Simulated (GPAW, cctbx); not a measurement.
## How far are the atoms of Si with B on a Si site from free atoms?

Question: by how much does bonding change the X-ray structure factors of Si with B on a Si site, and what does a routine refinement make of it?

The cell is our own: Si with B on a Si site, neutral, in a cell of 16 atoms, repeated periodically, so this is a dense ordered array of defects; cell and atoms are relaxed. All numbers below are calculated.

## Step 1: Find the equilibrium geometry

The density hangs on the geometry, so cell and atoms are relaxed first, with the symmetry held. The cutoff is set higher than for the density because stress converges slowly with plane waves.

Settings: GPAW 26.7.0, PBE, 670 eV, 2×2×2 k-points, Fermi–Dirac width 0.1 eV, spin-polarised, BFGS to 0.04 eV/Å.

```console
$ OMP_NUM_THREADS=1 mpirun -n 4 gpaw python run.py > gpaw.log
```

```text
BFGS:    0      -84.273046        1.980691
BFGS:    1      -84.491870        1.782386
BFGS:    2      -85.225924        0.407318
BFGS:    3      -85.271753        0.402001
...
BFGS:   10      -85.409052        0.132833
BFGS:   11      -85.414688        0.073252
BFGS:   12      -85.415601        0.014048
cell  7.6139 7.6139 7.6139  60.00 60.00 60.00
volume 312.105 A^3, largest force 0.008 eV/A, largest stress 0.02 GPa
```

After 12 steps the volume has changed by -4.7 % and the energy by -1.143 eV; the largest stress left is 0.02 GPa. It took 5 min on 4 cores of Arm Neoverse V2 (shared host), peak memory 1.6 GiB.

Shortest distances after relaxation: B–Si 2.115 Å, Si–Si 2.347 Å, B–B 7.614 Å.

Relaxed structure: F-43m (no. 216), a = 10.7676 Å, b = 10.7676 Å, c = 10.7676 Å, α = 90.00°, β = 90.00°, γ = 90.00°.

```csv
atom,mult.,x,y,z
Si1,16,0.1134,0.8866,0.8866
Si2,24,1/4,3/4,0.9963
Si3,16,0.1261,0.1261,0.6261
Si4,4,1/2,0,0
B1,4,0,0,0
```

## Step 2: The all-electron density

X-rays see the whole electron density, so the PAW density is rebuilt with its core regions. Subtracting spherical free atoms from the same code cancels the cores and leaves the deformation density Δρ, the part due to bonding.

Settings: PBE, 550 eV, 3×3×3 k-points, Fermi–Dirac width 0.1 eV, spin-polarised; supercell of 16 atoms.

```console
$ OMP_NUM_THREADS=1 mpirun -n 4 gpaw python run.py > gpaw.log
```

```text
|iter:   1|       0s |  -87.792038 | -0.08 |       |  +0.7928|
|iter:   2|       2s |  -87.620045 | -2.17 | -0.78 |  +0.7589|
|iter:   3|       4s |  -86.615269 | -1.23 | -0.80 |  +0.2526|
...
|iter:   9|      16s |  -86.530532c| -7.05 | -3.47 |  +0.0038|
|iter:  10|      19s |  -86.530532c| -7.66c| -3.97 |  +0.0019|
|iter:  11|      20s |  -86.530532c| -7.94c| -4.32c|  +0.0011|
```

```text
grid (84, 84, 84)  electrons 215.000  moved by bonding 4.437 e
deformation density beyond 0.5 A of the nuclei: max 0.186, min -0.098 e/A^3
```

Deformation density in a plane through the shortest contact of the B atom at the origin, in 0.01 e/Å³ (clipped at ±99); x from -1.6 to 3.7 Å, y from 2.4 down to -2.4 Å:

```text
 10  -2  -5   .  -5  -5  -3  -2  -2  -2  -2  -2  -2  -2  -2  -2
 12   1   .   .  -8  -8  -5  -3  -2  -2  -2  -2  -2  -2  -2  -2
  5  -4   .   .  -1  -2  -2  -2  -2  -3  -3  -2  -1  -1  -2  -2
 -1  -2   3  13  14   7   2   0  -2  -4  -4  -2   0   0  -1  -1
 -2   0   7  15  16   8   3   3   1  -5  -9  -5   0   1   0  -1
 -2  -1   2   4   .   .   5  11   9  -2   .   .  -4  -3  -2  -2
 -2  -2  -3  -3   .   .  10  18  15   3   .   .  -8  -7  -3  -2
 -2  -1   0   1   .   .   3  11   9  -1   .   .  -1  -1  -1  -1
 -2  -1   2   3   1  -3  -1   2   1  -3  -1   9  13   9   3   0
 -2  -1   0   1   0  -1  -2  -1  -1  -1   4  13  17  12   3  -1
 -2  -2  -2  -1  -1  -2  -2  -2  -2  -1   1   4   6   2  -4  -3
 -2  -2  -2  -2  -2  -2  -2  -2  -2  -3  -3  -6  -6   .   .   2
 -2  -2  -2  -2  -2  -2  -2  -2  -2  -3  -4  -6  -6   .   .   2
```

Atoms in or within 0.15 Å of the plane: Si (2.1, 0.0), Si (3.1, -2.2), Si (-0.7, 2.0), B (0.0, 0.0) Å. Dots mark points within about 0.45 Å of a nucleus; large values next to them are atomic features.

Along the shortest contact from the B atom at the map's origin, B–Si at 2.11 Å, Δρ is +0.18 e/Å³ at the midpoint and highest, +0.18, 0.96 Å from B (points within 0.5 Å of a nucleus left out): a bond charge, the mark of covalency. At the midpoints of other shortest contacts it is +0.18 (Si–Si, 2.35 Å) e/Å³. Point values carry grid noise of about 0.01 e/Å³. The moments given at the start die out. The run needed 11 iterations, 33 s.

Voronoi charges that stand out: B16 -0.268, Si1 +0.068, Si3 +0.068, Si5 +0.068, Si9 +0.068, Si14 +0.015 e; medians by element: Si +0.002, B -0.268 e.

## Step 3: Structure factors

The Fourier components of Δρ, added to those of the free atoms, give the static X-ray structure factors; the Mott–Bethe relation turns them into the Fourier components V of the potential that fast electrons feel.

```text
static structure factors of the conventional cell: F in electrons, V (Mott-Bethe) in volts
   h  k  l      d  |F| table  |F| free   |F| DFT   change   |V| free  |V| DFT  change %
   1  1  1  6.2167    18.345    18.424    18.282   -0.142     0.174    0.183      5.2
   0  2  0  5.3838     6.937     7.021     6.609   -0.412     0.025    0.019    -21.9
   0  2  2  3.8069    26.650    26.776    26.247   -0.529     0.224    0.253     12.5
   1  3  1  3.2466    21.671    21.762    21.076   -0.686     0.149    0.176     17.9
   2  2  2  3.1083   451.321   452.540   459.684    7.144     5.361    5.107     -4.7
   0  4  0  2.6919    21.945    21.994    21.329   -0.665     0.131    0.149     13.5
   1  3  3  2.4703    51.671    51.754    50.916   -0.838     0.426    0.445      4.4
   0  4  2  2.4077    46.449    46.512    45.849   -0.662     0.364    0.378      3.9
   2  4  2  2.1979    47.905    47.942    46.931   -1.010     0.392    0.408      4.2
   3  3  3  2.0722    53.822    53.859    52.498   -1.362     0.489    0.509      4.0
   1  5  1  2.0722    66.665    66.687    65.891   -0.797     0.519    0.532      2.4
   0  4  4  1.9035   517.704   517.751   514.532   -3.219     4.292    4.334      1.0
   1  5  3  1.8201    26.150    26.117    25.798   -0.319     0.146    0.150      2.7
   2  4  4  1.7946    14.338    14.314    13.992   -0.321     0.086    0.092      6.0
```

The largest X-ray change is +7.14 e on 222, 1.6 % of |F|. For electrons V goes as (Z − F)/g², so a change of F counts against Z − F, which is small at low angle and wherever the atoms' terms cancel: |V| of 131 moves by +17.9 % (0.15 to 0.18 V) against -3.2 % in |F|. The last three rows still change by up to 3.22 e; the table stops while the angles are still low. The tabulated Hartree–Fock atoms differ from the free DFT atoms by up to 1.22 e, so the choice of reference atom matters too.

The weak rows with an odd index exist only through the defect array; among them the largest relative change is on 131, which goes from 21.76 to 21.08 e (-3.2 %).

## Step 4: Refining ordinary atoms against data with bonding

Routine crystallography fits spherical atoms. To see the bias, intensities are simulated from tabulated atoms plus the DFT change ΔF, so that bonding alone can misfit (14330 reflections of the full sphere, merged to the counts below, to 0.45 Å, 1 % proportional noise plus counting noise, assumed isotropic U as listed, Δρ smeared by the mean U) and refined with cctbx over different ranges.

```csv
range,data,R1,GooF,U Si1 (true 0.0105),U Si2 (true 0.0105),U Si3 (true 0.0105),U Si4 (true 0.0105),largest shift (Å),"Δρ max, min (e/Å³)"
all data,766,0.0084,1.23,0.0104,0.0105,0.0105,0.0105,0.0002,"0.18, -0.13"
"low resolution, d > 0.84",144,0.0086,2.02,0.0100,0.0102,0.0101,0.0102,0.0002,"0.12, -0.08"
"high order, d < 0.75",572,0.0089,0.93,0.0105,0.0105,0.0105,0.0105,0.0004,"0.10, -0.06"
"occupancies free, d > 0.7",233,0.0074,1.71,0.0104,0.0103,0.0104,0.0104,0.0002,"0.14, -0.10"
```

With all data GooF is 1.23, diluted by the many high-angle data; the misfit shows at low resolution; the top residual peak lies 0.99 Å from Si and 1.13 Å from B, between them. No U is off by more than 3 s.u. at low resolution. With Si1 held at 1 and the scale free, the other occupancies refine to Si2 0.995(0.003), Si3 1.000(0.003), Si4 0.995(0.004) and B1 1.016(0.013), within three s.u. of full.

## Step 5: Answer

Bonding moves 4.44 e in the primitive cell of Si with B on a Si site and changes the structure factors of the conventional cell in the table above by at most 7.14 e (222, 1.6 %), and among reflections above 2 % of the strongest by up to 3.2 % (131). The shortest bond, B–Si, has Δρ = +0.18 e/Å³ at its midpoint, a covalent bond charge. With all data GooF is 1.23, diluted by the many high-angle data. Limits: static density, frozen cores, no spin–orbit coupling; a small neutral cell, so defects interact.

[Outputs are excerpts: Python notices, other lines and further rows are left out; steps that failed or that the build refused (PBEsol, TPSS) are not shown.]

[Logs are printed without paths, hosts, clocks, repeated set-up lines and the standing remarks that a program may print on its own settings, such as how far it seeks lower states.]
